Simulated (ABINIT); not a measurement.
# TlPbF3 (Pm-3m): modes at Γ and the response to a field, part 2 of 3

Which modes does TlPbF3 (Pm-3m) have at the zone centre?

ABINIT 10.8.3; DFT PBE, scalar-relativistic, plane waves, PseudoDojo norm-conserving pseudopotentials.

So far. Step 4 (Relaxation): The volume changes by -0.0 % in this run and stands -4.9 % from the first cell. Step 5 (Self-consistent run for the response): The cell stands at -0.72 GPa: the relaxation ran with a smoothed and higher cutoff and on another k mesh. The relaxed cell has a = 4.857 Å (conventional setting).

The structure was built from a prototype and need not be the compound's stable phase.

In doubt: a PseudoDojo file used here is known to give poor structures and forces, so the values of those runs are not to be relied on.

### 7. Linear response at Γ

The derivative of the wavefunctions by k comes first, since the response to a field is built on it; then the field and the displacements that symmetry doesn't supply are solved at q = 0.

It reads the wavefunctions written in step 5.

Contents of dfpt_gamma.abi:

```
ndtset 2

# common to the responses
getwfk_filepath "gso_WFK"
kptopt 2
nqpt 1
qpt 0.0 0.0 0.0
asr 0
chneut 0

# d/dk
rfelfd1 2
rfdir1 1 1 1
iscf1 -3
tolwfr1 1.0d-20

# displacements, field
rfphon2 1
rfatpol2 1 5
rfdir2 1 1 1
rfelfd2 3
getddk2 1
tolvrs2 1.0d-10
prtwf2 0

# basis, mesh and filling
ecut 36.0
ngkpt 4 4 4
nshiftk 1
shiftk 0.5 0.5 0.5
istwfk *1
occopt 1
nband 24
nstep 100
diemac 9.0
prtebands 0
prtgsr 0
useylm 1

# cell and atoms
acell 9.178316906 9.178316906 9.178316906
rprim 
    1.0 0.0 0.0
    0.0 1.0 0.0
    0.0 0.0 1.0
ntypat 3
znucl 81 82 9
natom 5
typat 1 2 3 3 3
xred 
    0.0 0.0 0.0
    0.5 0.5 0.5
    0.5 0.5 0.0
    0.5 0.0 0.5
    0.0 0.5 0.5
pp_dirpath "./pseudo"
pseudos "Tl.upf, Pb.upf, F.upf"
```

Launch:

```bash
$ OMP_NUM_THREADS=1 mpirun -n 4 abinit dfpt_gamma.abi > dfpt_gamma.log
```

Numbers of over 12 decimals in the logs are rounded to 6 here.

dfpt_gamma.abo, the main output file:

```text
[banners, grids, parts of the stress and lines that vanish by symmetry left out]
- input  file    -> dfpt_gamma.abi
- output file    -> dfpt_gamma.abo
- root for input  files -> dfpt_gammai
[...]
DATASET    1 : space group Pm -3 m (#221); Bravais cP (primitive cubic)
[...]
nfft =      125000          nkpt =          32
[...]
DATASET    2 : space group Pm -3 m (#221); Bravais cP (primitive cubic)
[...]
nfft =      125000          nkpt =          32
[...]
== DATASET  1 ==================================================================
[...]
cutoff_energies: {ecut:  36.0, pawecutdg:  -1.0, }
[...]
-  9.00000   7.00000  171031                  znucl, zion, pspdat
[...]
Perturbation : derivative vs k along direction   1
[...]
-ETOT  1  -39.637931084239     -3.964E+01 1.755E-01 0.000E+00
 ETOT  2  -39.841445566593     -2.035E-01 7.745E-03 0.000E+00
 ETOT  3  -39.852236000707     -1.079E-02 8.374E-04 0.000E+00
 ETOT  4  -39.853276844918     -1.041E-03 1.169E-04 0.000E+00
 ETOT  5  -39.853402939525     -1.261E-04 1.660E-05 0.000E+00
[...]
At SCF step   25   max residual=  9.96E-21 < tolwfr=  1.00E-20 =>converged.
[...]
Perturbation : derivative vs k along direction   2
[...]
-ETOT  1  -39.637024089885     -3.964E+01 1.755E-01 0.000E+00
[...]
At SCF step   25   max residual=  9.96E-21 < tolwfr=  1.00E-20 =>converged.
[...]
Perturbation : derivative vs k along direction   3
[...]
-ETOT  1  -39.637930590974     -3.964E+01 1.755E-01 0.000E+00
[...]
At SCF step   25   max residual=  9.96E-21 < tolwfr=  1.00E-20 =>converged.
[...]
1        1       0.7751701960   -0.0000000000
     1        2       0.0000000000    0.0000000000
     1        3       0.0000000000    0.0000000000
     2        1       0.0000000000    0.0000000000
     2        2       0.7751701960    0.0000000000
     2        3       0.0000000000    0.0000000000
     3        1       0.0000000000    0.0000000000
     3        2       0.0000000000    0.0000000000
     3        3       0.7751701960   -0.0000000000
[...]
== DATASET  2 ==================================================================
[...]
cutoff_energies: {ecut:  36.0, pawecutdg:  -1.0, }
[...]
Perturbation : displacement of atom   1   along direction   1
[...]
-ETOT  1   5.782293     -1.351E+04 2.459E+01 1.363E+03
[...]
At SCF step   12       vres2   =  8.81E-11 < tolvrs=  1.00E-10 =>converged.
[...]
Perturbation : displacement of atom   2   along direction   1
[...]
-ETOT  1   9.429317     -1.610E+04 2.466E+01 2.900E+03
[...]
At SCF step   14       vres2   =  5.55E-11 < tolvrs=  1.00E-10 =>converged.
[...]
Perturbation : displacement of atom   3   along direction   1
[...]
-ETOT  1   4.358698     -8.108E+03 7.739E+00 3.050E+03
[...]
At SCF step   14       vres2   =  6.84E-11 < tolvrs=  1.00E-10 =>converged.
[...]
Perturbation : displacement of atom   3   along direction   3
[...]
-ETOT  1   11.150759256929     -8.015E+03 9.656E+00 2.339E+03
[...]
At SCF step   16       vres2   =  6.10E-12 < tolvrs=  1.00E-10 =>converged.
[...]
Perturbation : homogeneous electric field along direction   1
[...]
-ETOT  1  -39.774968978806     -3.977E+01 1.063E+00 5.374E+04
[...]
ETOT 14  -64.768345431703     -3.368E-11 5.841E-12 2.483E-10
 ETOT 15  -64.768345431708     -5.286E-12 1.383E-12 8.221E-11
 At SCF step   15       vres2   =  8.22E-11 < tolvrs=  1.00E-10 =>converged.
[...]
Dielectric tensor, in cartesian coordinates,
[...]
1    7   1    7         3.2462074955        -0.0000000000
   1    7   2    7        -0.0000000000        -0.0000000000
   1    7   3    7        -0.0000000000        -0.0000000000
   2    7   1    7        -0.0000000000        -0.0000000000
   2    7   2    7         3.2462074955        -0.0000000000
   2    7   3    7        -0.0000000000        -0.0000000000
   3    7   1    7        -0.0000000000        -0.0000000000
   3    7   2    7        -0.0000000000        -0.0000000000
   3    7   3    7         3.2462074955        -0.0000000000
  Effective charges, in cartesian coordinates,
[...]
1    1   1    7         1.5743667691         0.0000000000
   2    1   1    7         0.0000000000         0.0000000000
   3    1   1    7         0.0000000000         0.0000000000
   1    2   1    7         3.2472395338         0.0000000000
   2    2   1    7         0.0000000000         0.0000000000
[...]
Effective charges, in cartesian coordinates,
[...]
2    7   1    5         0.0000000000         0.0000000000
   3    7   1    5         0.0000000000         0.0000000000
   1    7   2    5         0.0000000000         0.0000000000
   2    7   2    5        -0.9016278736         0.0000000000
   3    7   2    5         0.0000000000         0.0000000000
   1    7   3    5         0.0000000000         0.0000000000
   2    7   3    5         0.0000000000         0.0000000000
   3    7   3    5        -0.9016278736         0.0000000000
  Phonon wavevector (reduced coordinates) :  0.00000  0.00000  0.00000
 Phonon energies in Hartree :
[...]
Phonon frequencies in cm-1    :
- -8.291197E+01 -8.291197E+01 -8.291197E+01 -5.927474E+01 -5.927474E+01
- -5.927474E+01  3.121765E+00  3.121765E+00  3.121765E+00  5.514727E+01
-  5.514727E+01  5.514727E+01  1.909965E+02  1.909965E+02  1.909965E+02
  Phonon at Gamma, with non-analyticity in the
[...]
Phonon energies in Hartree :
[...]
Phonon frequencies in cm-1    :
- -8.291197E+01 -8.291197E+01 -6.414951E+01 -5.927474E+01 -5.927474E+01
- -5.927474E+01  3.121765E+00  3.121765E+00  3.384353E+00  5.514727E+01
-  5.514727E+01  5.517051E+01  1.909965E+02  1.909965E+02  3.346663E+02
  Phonon at Gamma, with non-analyticity in the
[...]
Phonon energies in Hartree :
[...]
Phonon frequencies in cm-1    :
- -8.291197E+01 -8.291197E+01 -6.414951E+01 -5.927474E+01 -5.927474E+01
- -5.927474E+01  3.121765E+00  3.121765E+00  3.384353E+00  5.514727E+01
-  5.514727E+01  5.517051E+01  1.909965E+02  1.909965E+02  3.346663E+02
  Phonon at Gamma, with non-analyticity in the
[...]
Phonon energies in Hartree :
[...]
Phonon frequencies in cm-1    :
- -8.291197E+01 -8.291197E+01 -6.414951E+01 -5.927474E+01 -5.927474E+01
- -5.927474E+01  3.121765E+00  3.121765E+00  3.384353E+00  5.514727E+01
-  5.514727E+01  5.517051E+01  1.909965E+02  1.909965E+02  3.346663E+02
[...]
fcart2     0.0000000000E+00  0.0000000000E+00  0.0000000000E+00
           strten2     0.0000000000E+00  0.0000000000E+00  0.0000000000E+00
================================================================================
```

Run time: 6.5 min. Hardware: 4 MPI ranks of Arm Neoverse V2, shared host.

Read from the output:

| Property | Result |
| --- | --- |
| miss of the charge sum rule | 0.1168 e |
| largest acoustic frequency at the zone centre before the sum rule | 3.12 cm⁻¹ |
| highest optical zone-centre mode (no LO-TO term) | 191 cm⁻¹ |
| lowest optical zone-centre mode | -82.91 cm⁻¹ |
| mean high-frequency dielectric constant | 3.246 |
| largest Born charge in size (third of the trace) | 3.247 e |

Born charge (rows field, columns displacement), before the sum rule (e), principal values of the symmetric part by kind of site:

```tsv
atom	atoms with these values	low	middle	high	mean
Tl1	1	1.57	1.57	1.57	1.57
Pb2	1	3.25	3.25	3.25	3.25
F3	3	-2.90	-0.90	-0.90	-1.57
```

In full for Tl1:

```
1.57 0.00 0.00
0.00 1.57 0.00
0.00 0.00 1.57
```

High-frequency dielectric tensor:

```
3.25 0.00 0.00
0.00 3.25 0.00
0.00 0.00 3.25
```

The acoustic modes at Γ come out as far as 3.1 cm⁻¹ from zero, where they should vanish, a small numerical error; the Born charges miss their sum rule by 0.12 e, too much: mesh or cutoff is short for the field response. The lowest optical mode is imaginary, 83i cm⁻¹, an instability at this level and on this k mesh.

### 8. Zone-centre analysis

anaddb reads the merged derivatives, imposes the acoustic sum rule and charge neutrality, and adds the LO-TO term along chosen directions.

Contents of anaddb.abi:

```
ddb_filepath "gamma_DDB"
output_file "anaddb.abo"
outdata_prefix "anaddb"
asr 1
chneut 1
enunit 2
eivec 1
nph1l 1
qph1l 0.0 0.0 0.0 1.0
dieflag 2
nph2l 3
qph2l 
    1.0 0.0 0.0 0.0
    0.0 0.0 1.0 0.0
    1.0 1.0 1.0 0.0
```

Contents of mrgddb.in:

```
gamma_DDB
merged
2
dfpt_gammao_DS2_DDB
gso_DDB
```

Launch:

```bash
$ mrgddb < mrgddb.in > mrgddb.log
$ OMP_NUM_THREADS=1 anaddb anaddb.abi > anaddb.log
```

anaddb.abo, the main output file:

```text
[banners, grids, parts of the stress and lines that vanish by symmetry left out]
-outvars_anaddb: echo values of input variables ----------------------

 Flags :
[...]
Dielectric Tensor and Effective Charges
[...]
Effective charge tensors after
[...]
Phonon wavevector (reduced coordinates) :  0.00000  0.00000  0.00000
 Phonon energies in Hartree :
[...]
Phonon energies in meV     :
- -1.034023E+01 -1.034023E+01 -1.034023E+01 -7.458349E+00 -7.458349E+00
- -7.458349E+00  0.000000E+00  0.000000E+00  0.000000E+00  6.815963E+00
-  6.815963E+00  6.815963E+00  2.365921E+01  2.365921E+01  2.365921E+01
 Phonon frequencies in cm-1    :
- -8.339956E+01 -8.339956E+01 -8.339956E+01 -6.015564E+01 -6.015564E+01
- -6.015564E+01  0.000000E+00  0.000000E+00  0.000000E+00  5.497445E+01
-  5.497445E+01  5.497445E+01  1.908244E+02  1.908244E+02  1.908244E+02
 Phonon frequencies in Thz     :
- -2.500256E+00 -2.500256E+00 -2.500256E+00 -1.803421E+00 -1.803421E+00
- -1.803421E+00  0.000000E+00  0.000000E+00  0.000000E+00  1.648092E+00
-  1.648092E+00  1.648092E+00  5.720771E+00  5.720771E+00  5.720771E+00
 Phonon energies in Kelvin  :
- -1.199934E+02 -1.199934E+02 -1.199934E+02 -8.655055E+01 -8.655055E+01
- -8.655055E+01  0.000000E+00  0.000000E+00  0.000000E+00  7.909596E+01
-  7.909596E+01  7.909596E+01  2.745537E+02  2.745537E+02  2.745537E+02
[...]
-  1  0.00000000E+00  0.00000000E+00  7.57761673E-04
-     0.00000000E+00  0.00000000E+00  0.00000000E+00
-  2  0.00000000E+00  0.00000000E+00 -1.69094436E-04
-     0.00000000E+00  0.00000000E+00  0.00000000E+00
-  3  0.00000000E+00  0.00000000E+00  3.63624413E-04
-     0.00000000E+00  0.00000000E+00  0.00000000E+00
-  4  0.00000000E+00  0.00000000E+00 -3.33569812E-03
-     0.00000000E+00  0.00000000E+00  0.00000000E+00
-  5  0.00000000E+00  0.00000000E+00 -3.33569812E-03
-     0.00000000E+00  0.00000000E+00  0.00000000E+00
[...]
-  1  0.00000000E+00  7.57761673E-04  0.00000000E+00
-     0.00000000E+00  0.00000000E+00  0.00000000E+00
-  2  0.00000000E+00 -1.69094436E-04  0.00000000E+00
-     0.00000000E+00  0.00000000E+00  0.00000000E+00
-  3  0.00000000E+00 -3.33569812E-03  0.00000000E+00
-     0.00000000E+00  0.00000000E+00  0.00000000E+00
-  4  0.00000000E+00  3.63624413E-04  0.00000000E+00
-     0.00000000E+00  0.00000000E+00  0.00000000E+00
-  5  0.00000000E+00 -3.33569812E-03  0.00000000E+00
-     0.00000000E+00  0.00000000E+00  0.00000000E+00
[...]
-  1  7.57761673E-04  0.00000000E+00  0.00000000E+00
-     0.00000000E+00  0.00000000E+00  0.00000000E+00
-  2 -1.69094436E-04  0.00000000E+00  0.00000000E+00
-     0.00000000E+00  0.00000000E+00  0.00000000E+00
-  3 -3.33569812E-03  0.00000000E+00  0.00000000E+00
-     0.00000000E+00  0.00000000E+00  0.00000000E+00
-  4 -3.33569812E-03  0.00000000E+00  0.00000000E+00
-     0.00000000E+00  0.00000000E+00  0.00000000E+00
[...]
Phonon at Gamma, with non-analyticity in the
[...]
Phonon energies in Hartree :
[...]
Phonon energies in meV     :
- -1.034023E+01 -1.034023E+01 -7.930568E+00 -7.458349E+00 -7.458349E+00
- -7.458349E+00  0.000000E+00  0.000000E+00  0.000000E+00  6.815963E+00
[...]
Phonon frequencies in cm-1    :
[...]
Phonon frequencies in Thz     :
[...]
Phonon energies in Kelvin  :
[...]
- -8.655055E+01  0.000000E+00  0.000000E+00  0.000000E+00  7.909596E+01
-  7.909596E+01  7.913075E+01  2.745537E+02  2.745537E+02  4.841458E+02
[...]
-  5  0.00000000E+00  0.00000000E+00 -3.79967456E-03
-     0.00000000E+00  0.00000000E+00  0.00000000E+00
[...]
-  1  0.00000000E+00  0.00000000E+00  0.00000000E+00
-     0.00000000E+00  0.00000000E+00  0.00000000E+00
-  2  0.00000000E+00  0.00000000E+00  0.00000000E+00
-     0.00000000E+00  0.00000000E+00  0.00000000E+00
-  3  0.00000000E+00  3.79967456E-03  0.00000000E+00
-     0.00000000E+00  0.00000000E+00  0.00000000E+00
-  4  0.00000000E+00  0.00000000E+00  0.00000000E+00
-     0.00000000E+00  0.00000000E+00  0.00000000E+00
-  5  0.00000000E+00 -3.79967456E-03  0.00000000E+00
-     0.00000000E+00  0.00000000E+00  0.00000000E+00
[...]
Phonon at Gamma, with non-analyticity in the
[...]
Phonon energies in Hartree :
[...]
Phonon energies in meV     :
- -1.034023E+01 -1.034023E+01 -7.930568E+00 -7.458349E+00 -7.458349E+00
- -7.458349E+00  0.000000E+00  0.000000E+00  0.000000E+00  6.815963E+00
-  6.815963E+00  6.818960E+00  2.365921E+01  2.365921E+01  4.172046E+01
 Phonon frequencies in cm-1    :
- -8.339956E+01 -8.339956E+01 -6.396435E+01 -6.015564E+01 -6.015564E+01
[...]
Phonon frequencies in Thz     :
[...]
Phonon energies in Kelvin  :
[...]
Phonon at Gamma, with non-analyticity in the
[...]
Phonon energies in Hartree :
[...]
Phonon energies in meV     :
[...]
Phonon frequencies in cm-1    :
[...]
Phonon frequencies in Thz     :
[...]
Phonon energies in Kelvin  :
[...]
- -8.655055E+01  0.000000E+00  0.000000E+00  0.000000E+00  7.909596E+01
-  7.909596E+01  7.913075E+01  2.745537E+02  2.745537E+02  4.841458E+02
[...]
-  4  3.65513246E-04 -2.50795526E-03 -1.38963152E-04
-     0.00000000E+00  0.00000000E+00  0.00000000E+00
-  5  4.04630540E-03 -2.26550094E-04 -1.38963152E-04
-     0.00000000E+00  0.00000000E+00  0.00000000E+00
[...]
;  5 -2.78740879E-03 -6.50615911E-04 -6.50615911E-04
;     0.00000000E+00  0.00000000E+00  0.00000000E+00
-
```

Wall time 0.52 s (1 thread).

Numbers from this step:

```
highest optical zone-centre mode (no LO-TO term) : 190.8 cm⁻¹
lowest optical zone-centre mode                  : -83.4 cm⁻¹
highest mode moved by the LO-TO term             : 336.5 cm⁻¹
```

No LO-TO term; unit eigenvectors of the mass-weighted matrix, from anaddb's displacements. Modes at Γ, with each element's share of the kinetic energy (negative means imaginary):

```tsv
mode	frequency (cm⁻¹)	symmetry	Tl %	Pb %	F %
1	-83.4	T1u	21	1	78
2	-83.4	T1u	21	1	78
3	-83.4	T1u	21	1	78
4	-60.2	T2u	0	0	100
5	-60.2	T2u	0	0	100
6	-60.2	T2u	0	0	100
7	0.0	acoustic	44	44	12
8	0.0	acoustic	44	44	12
9	0.0	acoustic	44	44	12
10	55.0	T1u	35	43	22
11	55.0	T1u	35	43	22
12	55.0	T1u	35	43	22
13	190.8	T1u	0	12	88
14	190.8	T1u	0	12	88
15	190.8	T1u	0	12	88
```

Displacements in mode 1 (-83.4 cm⁻¹), the largest set to 1:
```
Tl1  0.00  0.00  0.23
Pb2  0.00  0.00 -0.05
F3   0.00  0.00  0.11
F4   0.00  0.00 -1.00
F5   0.00  0.00 -1.00
```

Displacements in mode 13 (190.8 cm⁻¹), the largest set to 1:
```
Tl1  0.00  0.00  0.00
Pb2  0.00  0.00 -0.11
F3   0.00  0.00  1.00
F4   0.00  0.00  0.09
F5   0.00  0.00  0.09
```

With imaginary modes the relaxed-ion tensors have no meaning and are not tabulated.

The rule also moves an optical mode by 0.9 cm⁻¹.

[end of part 2 of 3]

[Host names and launcher messages were left out of these logs when they were recorded.]

[Logs are printed without paths, hosts, clocks, repeated set-up lines and the standing remarks that a program may print on its own settings, such as how far it seeks lower states.]

[Hosts, paths, dates, database ids (printed as entryN), source tags and the programs' standing remarks are cut or masked in the printed files.]
